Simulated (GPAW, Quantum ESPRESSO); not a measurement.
## CSO (R3m): the O K absorption edge

Aim: the O K edge of CSO (R3m) by two routes, a Lanczos recursion (XSpectra) and a sum over empty bands (GPAW), to see which features are robust.

Main program and level: Quantum ESPRESSO 7.5; core-hole supercells, plane-wave PAW LDA (first program; GPAW 26.7.0 follows as the second).

This is a report of a sequence of runs, with most program output left out.

### Step 1. Set-up

The structure is trigonal, space group R3m (No. 160). Conventional cell: a = 6.588 Å, b = 6.588 Å, c = 6.071 Å, α = 90.00°, β = 90.00°, γ = 120.00°. Nearest to S lie 1 C at 1.56 Å. Nearest to O lie 1 C at 1.18 Å. Nearest to C lie 1 O at 1.18 Å and 1 S at 1.56 Å. Farther neighbours and most contacts between anions are not listed.

### Step 2. The field without a hole (Quantum ESPRESSO)

A plain self-consistent run shows whether there is a gap, which decides the set-up of the core-hole run.

scf.in reads:

```
&control
   calculation='scf', prefix='x', pseudo_dir='../pp', outdir='tmp', tprnfor=.true.
/
&system
   ibrav=0, nat=3, ntyp=3, nbnd=12
   ecutwfc=50, ecutrho=400
   occupations='smearing', smearing='mv', degauss=0.015
/
&electrons
   conv_thr=3.0e-08, electron_maxstep=120
   mixing_beta=0.5
/
ATOMIC_SPECIES
S 1.0 S.lda-nl-kjpaw.UPF
O3 1.0 O.lda-n-kjpaw.UPF
C 1.0 C.lda-n-kjpaw.UPF
CELL_PARAMETERS angstrom
  3.29398903 1.90178545 2.02351958
  -3.29398903 1.90178545 2.02351958
  0.00000000 -3.80357090 2.02351958
ATOMIC_POSITIONS crystal
S    0.54100400 0.54100400 0.54100400
O3   0.99149300 0.99149300 0.99149300
C    0.79770300 0.79770300 0.79770300
K_POINTS automatic
7 7 7 0 0 0
```

S.lda-nl-kjpaw.ld1.in reads:

```
&input
   title='S', zed=16., rel=1, iswitch=3, dft='PZ',
   config='[Ne] 3s2 3p4 3d-1'
/
&inputp
   file_pseudopw='S.lda-nl-kjpaw.UPF', author='',
   lpaw=.true.,
   pseudotype=3,
   lloc=2,
   which_augfun='PSQ',
   rmatch_augfun_nc=.true.,
   nlcc=.true.,
   new_core_ps=.true.,
   rcore=1.5,
   tm=.true.,
   lgipaw_reconstruction=.true., use_paw_as_gipaw=.true.
/
5
3S  1  0  2.00  0.00  1.50  1.70  0.0
3S  1  0  0.00  6.00  1.50  1.70  0.0
3P  2  1  4.00  0.00  1.50  1.70  0.0
3P  2  1  0.00  3.00  1.50  1.70  0.0
3D  3  2  0.00  1.50  1.60  1.60  0.0
```

O.lda-n-kjpaw.ld1.in reads:

```
&input
   title='O', zed=8., rel=1, iswitch=3, dft='PZ',
   config='[He] 2s2 2p4'
/
&inputp
   file_pseudopw='O.lda-n-kjpaw.UPF', author='',
   lpaw=.true.,
   pseudotype=3,
   lloc=-1,
   rcloc=1.1,
   which_augfun='PSQ',
   rmatch_augfun_nc=.true.,
   nlcc=.true.,
   new_core_ps=.true.,
   rcore=0.7,
   tm=.true.,
   lgipaw_reconstruction=.true., use_paw_as_gipaw=.true.
/
4
2S  1  0  2.00  0.00  1.00  1.30  0.0
2S  1  0  0.00  1.00  1.00  1.30  0.0
2P  2  1  4.00  0.00  0.90  1.35  0.0
2P  2  1  0.00  0.05  0.90  1.35  0.0
```

C.lda-n-kjpaw.ld1.in reads:

```
&input
   title='C', zed=6., rel=1, iswitch=3, dft='PZ',
   config='[He] 2s2 2p2'
/
&inputp
   file_pseudopw='C.lda-n-kjpaw.UPF', author='',
   lpaw=.true.,
   pseudotype=3,
   lloc=-1,
   rcloc=0.9,
   which_augfun='PSQ',
   rmatch_augfun_nc=.true.,
   nlcc=.true.,
   new_core_ps=.true.,
   rcore=0.7,
   tm=.true.,
   lgipaw_reconstruction=.true., use_paw_as_gipaw=.true.
/
4
2S  1  0  2.00  0.00  1.00  1.20  0.0
2S  1  0  0.00  3.00  1.00  1.20  0.0
2P  2  1  2.00  0.00  0.90  1.40  0.0
2P  2  1  0.00  0.05  0.90  1.40  0.0
```

Started as:

```sh
> OMP_NUM_THREADS=1 mpirun --oversubscribe --bind-to none -np 4 pw.x -nk 4 -in scf.in > scf.out
```

Run time: 7.1 s. Hardware: 4 MPI ranks of Arm Neoverse V2, shared host; peak memory 0.09 GiB; 28 s of CPU time.

Absorbing atoms carry a label of their own (element plus a letter or digit), as the spectrum program needs them as separate species.

The mesh shows a gap of 4.78 eV, so the hole is first treated in a charged cell, without the excited electron.

### Step 3. Spectrum without a core hole, O atom 2 (Quantum ESPRESSO)

Without a hole the spectrum is the empty density of states of the right symmetry on the absorber, weighted by matrix elements. It needs only the small cell and serves as the baseline.

The absorber has 1 C at 1.18 Å (terminal, site symmetry 3m).

xspectra.in reads:

```
&input_xspectra
   calculation='xanes_dipole', edge='K'
   prefix='x', outdir='tmp', xiabs=2, xe0=0.4113
   xonly_plot=.false., x_save_file='xanes.sav'
   xniter=3000, xcheck_conv=20, xerror=0.005
   xcoordcrys=.false., xepsilon(1)=1, xepsilon(2)=0, xepsilon(3)=0
/
&plot
   xnepoint=413, xemin=-10, xemax=45, terminator=.true., cut_occ_states=.true.
   xgamma=0.4
/
&pseudos
   filecore='../O.wfc'
/
&cut_occ
   cut_desmooth=0.1, cut_stepl=0.05, cut_stepu=0.05, cut_ierror=1e-5
/
6 6 6 0 0 0
```

Started as:

```sh
> OMP_NUM_THREADS=1 mpirun --oversubscribe --bind-to none -np 4 xspectra.x -nk 4 -in xspectra.in > xspectra.out
```

Run time: 48 s. Hardware: 4 MPI ranks; peak memory 0.08 GiB; 3.2 min of CPU time.

The O K spectrum, O atom 2, no core hole (energy from the lowest empty level; intensity scaled to a mean of 1 over the first 20 eV; the points at xe0, where the cut of filled states can leave a spike, are interpolated; polarised curves are means over the symmetry-equivalent atoms):

```csv
E (eV),isotropic,ε ⊥ c,ε ∥ c
-2.0,0.19,0.27,0.04
-1.0,0.53,0.76,0.05
0.0,3.49,5.17,0.12
1.0,2.30,3.33,0.22
2.0,0.75,0.76,0.74
3.0,0.73,0.43,1.33
4.0,0.71,0.60,0.91
5.0,0.85,0.89,0.77
6.0,0.63,0.49,0.93
7.0,0.47,0.40,0.62
8.0,0.70,0.59,0.92
9.0,0.69,0.59,0.88
10.0,0.79,0.64,1.10
11.0,0.80,0.77,0.85
12.0,1.11,1.02,1.31
13.0,1.05,0.87,1.43
14.0,0.88,0.74,1.17
15.0,1.13,0.89,1.60
16.0,0.89,0.68,1.32
17.0,0.71,0.47,1.19
18.0,0.78,0.53,1.30
19.0,0.82,0.61,1.25
20.0,0.80,0.67,1.06
21.0,0.78,0.62,1.12
22.0,0.77,0.64,1.02
23.0,0.80,0.66,1.08
24.0,0.69,0.66,0.76
25.0,0.68,0.63,0.79
26.0,0.68,0.55,0.93
27.0,0.80,0.73,0.94
28.0,1.02,0.86,1.34
29.0,0.93,0.72,1.35
30.0,0.77,0.63,1.05
31.0,0.62,0.58,0.71
32.0,0.51,0.41,0.71
```

Main maxima below 24 eV (height): 0.4 eV (5.05), 3.6 eV (0.89), 5.1 eV (0.86), 12.4 eV (1.30), 15.0 eV (1.13) and 21.4 eV (0.85). A K edge sees empty p states on the absorber.

### Step 4. Another broadening

The final state's lifetime shortens with energy, so measured features broaden above the edge; the saved Lanczos coefficients are redrawn with a width that grows.

xspectra_plot.in reads:

```
&input_xspectra
   calculation='xanes_dipole', edge='K'
   prefix='x', outdir='tmp', xiabs=2, xe0=0.4113
   xonly_plot=.true., x_save_file='xanes.sav'
   xniter=3000, xcheck_conv=20, xerror=0.005
   xcoordcrys=.false., xepsilon(1)=1, xepsilon(2)=0, xepsilon(3)=0
/
&plot
   xnepoint=413, xemin=-10, xemax=45, terminator=.true., cut_occ_states=.true.
   gamma_mode='variable', gamma_energy(1)=4, gamma_energy(2)=25, gamma_value(1)=0.3, gamma_value(2)=2.5
/
&pseudos
   filecore='../O.wfc'
/
&cut_occ
   cut_desmooth=0.1, cut_stepl=0.05, cut_stepu=0.05, cut_ierror=1e-5
/
6 6 6 0 0 0
```

Started as:

```sh
> OMP_NUM_THREADS=1 xspectra.x -in xspectra_plot.in > xspectra_plot.out
```

The job ended after 5 s (1 MPI rank; peak memory 0.05 GiB).

With a Lorentzian half width 0.3 eV up to 4 eV, rising linearly to 2.5 eV at 25 eV (counted from xe0, 2.4 eV below the zero used here), the maxima are 0.3 eV (6.01), 3.5 eV (0.85) and 12.4 eV (0.95).

### Step 5. Reference energy of the supercell (Quantum ESPRESSO)

The photon energy needs a difference of total energies, so the cell and mesh of the coming hole run are first run without a hole.

scf.in reads:

```
&control
   calculation='scf', prefix='x', pseudo_dir='../pp', outdir='tmp', tprnfor=.true.
/
&system
   ibrav=0, nat=6, ntyp=3, nbnd=20
   ecutwfc=50, ecutrho=400
   occupations='fixed'
/
&electrons
   conv_thr=6.0e-08, electron_maxstep=120
   mixing_beta=0.5
/
ATOMIC_SPECIES
S 1.0 S.lda-nl-kjpaw.UPF
O 1.0 O.lda-n-kjpaw.UPF
C 1.0 C.lda-n-kjpaw.UPF
CELL_PARAMETERS angstrom
  0.00000000 -3.80357090 -4.04703916
  3.29398903 -1.90178545 4.04703916
  -3.29398903 -1.90178545 4.04703916
ATOMIC_POSITIONS crystal
S    0.72949800 0.27050200 0.27050200
S    0.22949800 0.77050200 0.77050200
O    0.50425350 0.49574650 0.49574650
O    0.00425350 0.99574650 0.99574650
C    0.60114850 0.39885150 0.39885150
C    0.10114850 0.89885150 0.89885150
K_POINTS automatic
4 4 4 0 0 0
```

Started as:

```sh
> OMP_NUM_THREADS=1 mpirun --oversubscribe --bind-to none -np 4 pw.x -nk 4 -in scf.in > scf.out
```

Wall time 10 s (4 MPI ranks); peak memory 0.15 GiB.

Reference energy: -27787.177 eV with the cores included.

### Step 6. The atom with a core hole (Quantum ESPRESSO)

The final state has one core electron fewer, so a PAW data set is made for an atom with that hole.

O.lda-n-kjpaw-1sch.ld1.in reads:

```
&input
   title='O', zed=8., rel=1, iswitch=3, dft='PZ',
   config='1s1 2s2 2p5'
/
&inputp
   file_pseudopw='O.lda-n-kjpaw-1sch.UPF', author='',
   lpaw=.true.,
   pseudotype=3,
   lloc=-1,
   rcloc=1.1,
   which_augfun='PSQ',
   rmatch_augfun_nc=.true.,
   nlcc=.true.,
   new_core_ps=.true.,
   rcore=0.7,
   tm=.true.,
   zval=7,
   lgipaw_reconstruction=.true., use_paw_as_gipaw=.true.
/
4
2S  1  0  2.00  0.00  1.00  1.30  0.0
2S  1  0  0.00  1.00  1.00  1.30  0.0
2P  2  1  5.00  0.00  0.90  1.35  0.0
2P  2  1  0.00  0.05  0.90  1.35  0.0
```

Started as:

```sh
> ld1.x < O.lda-n-kjpaw-1sch.ld1.in > O.lda-n-kjpaw-1sch.ld1.out
```

Wall time 0.61 s (1 MPI rank); peak memory 0.12 GiB.

Removing the core electron and adding it to the valence shell costs the free atom 530.6 eV.

### Step 7. Supercell with FCH, O atom 2 (Quantum ESPRESSO)

The holes are 5.6 Å apart. The excited electron is left out and a uniform background balances the charge.

Edit scf.in of step 5 so:

```diff
@@ -4,5 +4,6 @@
 &system
-   ibrav=0, nat=6, ntyp=3, nbnd=20
+   ibrav=0, nat=6, ntyp=4, nbnd=20
    ecutwfc=50, ecutrho=400
    occupations='fixed'
+   tot_charge=1
 /
@@ -14,2 +15,3 @@
 S 1.0 S.lda-nl-kjpaw.UPF
+O0 1.0 O.lda-n-kjpaw-1sch.UPF
 O 1.0 O.lda-n-kjpaw.UPF
@@ -23,3 +25,3 @@
 S    0.22949800 0.77050200 0.77050200
-O    0.50425350 0.49574650 0.49574650
+O0   0.50425350 0.49574650 0.49574650
 O    0.00425350 0.99574650 0.99574650
```

Started as:

```sh
> OMP_NUM_THREADS=1 mpirun --oversubscribe --bind-to none -np 4 pw.x -nk 4 -in scf.in > scf.out
```

Wall time 9.8 s (4 MPI ranks); peak memory 0.15 GiB.

Energy with the hole: -27251.377 eV, cores included.

### Step 8. Spectrum with FCH, O atom 2 (Quantum ESPRESSO)

The Lanczos recursion gives the spectrum without computing empty bands; each polarisation needs a run of its own on the full k mesh. xe0 is set between filled and empty states, and states below it are cut. The file of filecore holds the core orbital, taken from the hole-free data set.

Edit xspectra.in of step 3 so:

```diff
@@ -2,3 +2,3 @@
    calculation='xanes_dipole', edge='K'
-   prefix='x', outdir='tmp', xiabs=2, xe0=0.4113
+   prefix='x', outdir='tmp', xiabs=2, xe0=-0.1659
    xonly_plot=.false., x_save_file='xanes.sav'
@@ -17,2 +17,2 @@
 /
-6 6 6 0 0 0
+5 5 5 0 0 0
```

xspectra_1.in, as its differences from xspectra.in of step 8:

```diff
@@ -5,3 +5,3 @@
    xniter=3000, xcheck_conv=20, xerror=0.005
-   xcoordcrys=.false., xepsilon(1)=1, xepsilon(2)=0, xepsilon(3)=0
+   xcoordcrys=.false., xepsilon(1)=0, xepsilon(2)=0, xepsilon(3)=1
 /
```

Started as:

```sh
> OMP_NUM_THREADS=1 mpirun --oversubscribe --bind-to none -np 4 xspectra.x -nk 4 -in xspectra.in > xspectra.out
```

It took 92 s on 4 MPI ranks; peak memory 0.12 GiB; 6.1 min of CPU time.

The O K spectrum, O atom 2, full core hole (charged cell) (energy from the lowest empty level; intensity scaled to a mean of 1 over the first 20 eV; the points at xe0, where the cut of filled states can leave a spike, are interpolated; polarised curves are means over the symmetry-equivalent atoms):

```csv
E (eV),isotropic,ε ⊥ c,ε ∥ c
-2.0,0.22,0.29,0.06
-1.5,0.35,0.49,0.07
-1.0,0.77,1.12,0.09
-0.5,1.84,2.71,0.11
0.0,5.05,7.50,0.14
0.5,2.42,3.53,0.20
1.0,0.92,1.22,0.30
1.5,0.58,0.59,0.56
2.0,0.69,0.36,1.33
2.5,1.28,0.28,3.28
3.0,1.41,0.25,3.71
3.5,0.73,0.19,1.82
4.0,0.49,0.17,1.14
4.5,0.44,0.19,0.94
5.0,0.50,0.23,1.05
5.5,0.60,0.33,1.12
6.0,0.64,0.46,0.99
6.5,0.74,0.60,1.03
7.0,0.88,0.73,1.17
7.5,0.86,0.53,1.52
8.0,0.91,0.39,1.95
8.5,0.68,0.35,1.35
9.0,0.80,0.51,1.40
9.5,1.14,0.66,2.10
10.0,1.02,0.72,1.63
10.5,0.90,0.71,1.28
11.0,0.99,0.69,1.61
11.5,1.08,0.73,1.78
12.0,1.04,0.75,1.62
12.5,1.24,0.96,1.80
13.0,1.46,1.13,2.12
13.5,1.43,1.03,2.23
14.0,1.20,0.89,1.83
14.5,1.10,0.80,1.69
15.0,0.99,0.72,1.53
15.5,0.89,0.65,1.37
16.0,1.00,0.68,1.65
16.5,1.11,0.80,1.74
17.0,1.05,0.83,1.50
17.5,0.97,0.75,1.40
18.0,0.91,0.72,1.30
18.5,0.76,0.52,1.23
19.0,0.70,0.50,1.12
19.5,0.76,0.53,1.21
20.0,0.75,0.59,1.07
20.5,0.77,0.65,1.01
21.0,0.77,0.69,0.92
21.5,0.78,0.72,0.89
22.0,0.88,0.79,1.06
22.5,0.88,0.72,1.19
23.0,0.90,0.74,1.21
23.5,0.83,0.74,1.00
24.0,0.80,0.71,0.97
24.5,0.82,0.77,0.91
25.0,0.76,0.75,0.77
25.5,0.73,0.75,0.69
26.0,0.80,0.83,0.74
26.5,0.82,0.83,0.80
27.0,0.70,0.65,0.81
27.5,0.76,0.68,0.91
28.0,0.84,0.83,0.88
28.5,0.86,0.86,0.88
29.0,0.91,0.84,1.04
29.5,1.02,0.90,1.27
30.0,0.97,0.83,1.27
30.5,0.82,0.77,0.94
31.0,0.64,0.63,0.67
31.5,0.58,0.59,0.56
32.0,0.63,0.65,0.59
```

Main maxima below 24 eV (height): 0.1 eV (5.16), 2.8 eV (1.50), 7.8 eV (0.92), 9.6 eV (1.15), 13.2 eV (1.48) and 16.7 eV (1.12). 

The hole costs E(hole) − E(ground) = 535.80 eV, and the lowest empty level of the hole cell lies at 0.94 eV, which puts the zero at 536.74 eV. One term is added: -8.83 eV, since the hole is spin-paired here and a spin-polarised one costs that much less in the free atom (computed apart). The photon energy is then 527.91 eV. The functional and the charged cell's background leave an error in such absolute values: in the free atom LDA prices this hole 4.1 eV below PBE (computed apart), and PBE is itself good to a few eV.

### Step 9. Another broadening

Edit xspectra_plot.in of step 4 so:

```diff
@@ -2,3 +2,3 @@
    calculation='xanes_dipole', edge='K'
-   prefix='x', outdir='tmp', xiabs=2, xe0=0.4113
+   prefix='x', outdir='tmp', xiabs=2, xe0=-0.1659
    xonly_plot=.true., x_save_file='xanes.sav'
@@ -17,2 +17,2 @@
 /
-6 6 6 0 0 0
+5 5 5 0 0 0
```

Started as:

```sh
> OMP_NUM_THREADS=1 xspectra.x -in xspectra_plot.in > xspectra_plot.out
```

The job ended after 3.8 s (1 MPI rank; peak memory 0.05 GiB).

With a Lorentzian half width 0.3 eV up to 4 eV, rising linearly to 2.5 eV at 25 eV (counted from xe0, 1.1 eV below the zero used here), the maxima are 0.1 eV (6.87), 2.8 eV (1.72) and 13.1 eV (1.17).

### Step 10. Supercell with XCH, O atom 2 (Quantum ESPRESSO)

The holes are 5.6 Å apart. The excited electron is kept in the cell, where it fills the lowest empty states and screens the hole.

Changed against the first core-hole run: core hole to XCH.

Edit scf.in of step 7 so:

```diff
@@ -4,6 +4,5 @@
 &system
-   ibrav=0, nat=6, ntyp=4, nbnd=20
+   ibrav=0, nat=6, ntyp=4, nbnd=21
    ecutwfc=50, ecutrho=400
-   occupations='fixed'
-   tot_charge=1
+   occupations='smearing', smearing='gaussian', degauss=0.003
 /
```

Started as:

```sh
> OMP_NUM_THREADS=1 mpirun --oversubscribe --bind-to none -np 4 pw.x -nk 4 -in scf.in > scf.out
```

Wall time 11 s (4 MPI ranks); peak memory 0.15 GiB; 42 s of CPU time.

Energy with the hole: -27249.647 eV, cores included.

### Step 11. Excitation energy, O atom 2 (Quantum ESPRESSO)

With the excited electron kept in the cell the system stays neutral, and the energy difference is an excitation energy by itself. In a small cell that electron takes up a good share of the lowest empty band, or all of one, which shifts the value from the true onset.

The total-energy difference is 537.53 eV. With the free-atom term of -8.83 eV for this edge, the photon energy is 528.70 eV.

### Step 12. The field without a hole (GPAW)

The second program starts from its own ground state, on the same cell and functional.

scf.py reads:

```python
import numpy as np
from ase import Atoms
from ase.parallel import parprint, paropen
from gpaw import GPAW, PW, FermiDirac, Mixer, MixerDif, setup_paths
from gpaw.test import gen
setup_paths.insert(0, '.')
gen('O', name='nch1s', xcname='LDA', corehole=(1, 0, 0), write_xml=True)
from gpaw.mpi import world
world.barrier()

atoms = Atoms('SOC',
    cell=[[3.29398903, 1.90178545, 2.02351958],
     [-3.29398903, 1.90178545, 2.02351958],
     [0, -3.8035709, 2.02351958]],
    scaled_positions=[[0.541004, 0.541004, 0.541004],
     [0.991493, 0.991493, 0.991493],
     [0.797703, 0.797703, 0.797703]],
    pbc=True)
atoms.calc = calc = GPAW(legacy_gpaw=True, mode=PW(500), xc='LDA', setups={1: 'nch1s'},
    kpts={'size': (6, 6, 6), 'gamma': True}, occupations=FermiDirac(0.05),
    charge=0, mixer=Mixer(0.1, 5, 50), maxiter=150,
    convergence={'density': 0.0001}, txt='scf.txt')
energy = atoms.get_potential_energy() + calc.get_reference_energy()
ef = calc.get_fermi_level()
out = dict(energy=energy, fermi=ef, forces=atoms.get_forces().tolist())
parprint(f'all-electron energy {energy:.4f} eV, Fermi level {ef:.4f} eV')
ev = np.array([[calc.get_eigenvalues(k, s) for k in range(len(calc.get_ibz_k_points()))] for s in range(calc.get_number_of_spins())])
out['homo'], out['lumo'], out['counts'] = ev[ev < ef].max(), ev[ev > ef].min(), sorted(set((ev < ef).sum((0, 2)).tolist()))
out['filled'] = (ev[:, 0] < ef).sum(1).tolist()
import json
with paropen('out.json', 'w') as f:
    json.dump(out, f)
```

Started as:

```sh
> OMP_NUM_THREADS=1 mpirun -n 4 gpaw python scf.py
```

Elapsed: 8.9 s, on 4 MPI ranks; peak memory 0.18 GiB; 35 s of CPU time.

The mesh shows a gap of 4.79 eV, so the hole is first treated in a charged cell, without the excited electron.

[end of part 1 of 2]

[Logs are printed without paths, hosts, clocks, repeated set-up lines and the standing remarks that a program may print on its own settings, such as how far it seeks lower states.]

[Hosts, paths, dates, database ids (printed as entryN), source tags and the programs' standing remarks are cut or masked in the printed files.]

[Lists of maxima count a maximum above −3 eV only where it reaches 4 % of the highest in the window and stands out from its surroundings by 2 % of it (1.5 % where it reaches 55 %); shoulders and weaker maxima are passed over, and of the rest the first, up to two pre-edge ones and the few strongest are named.]
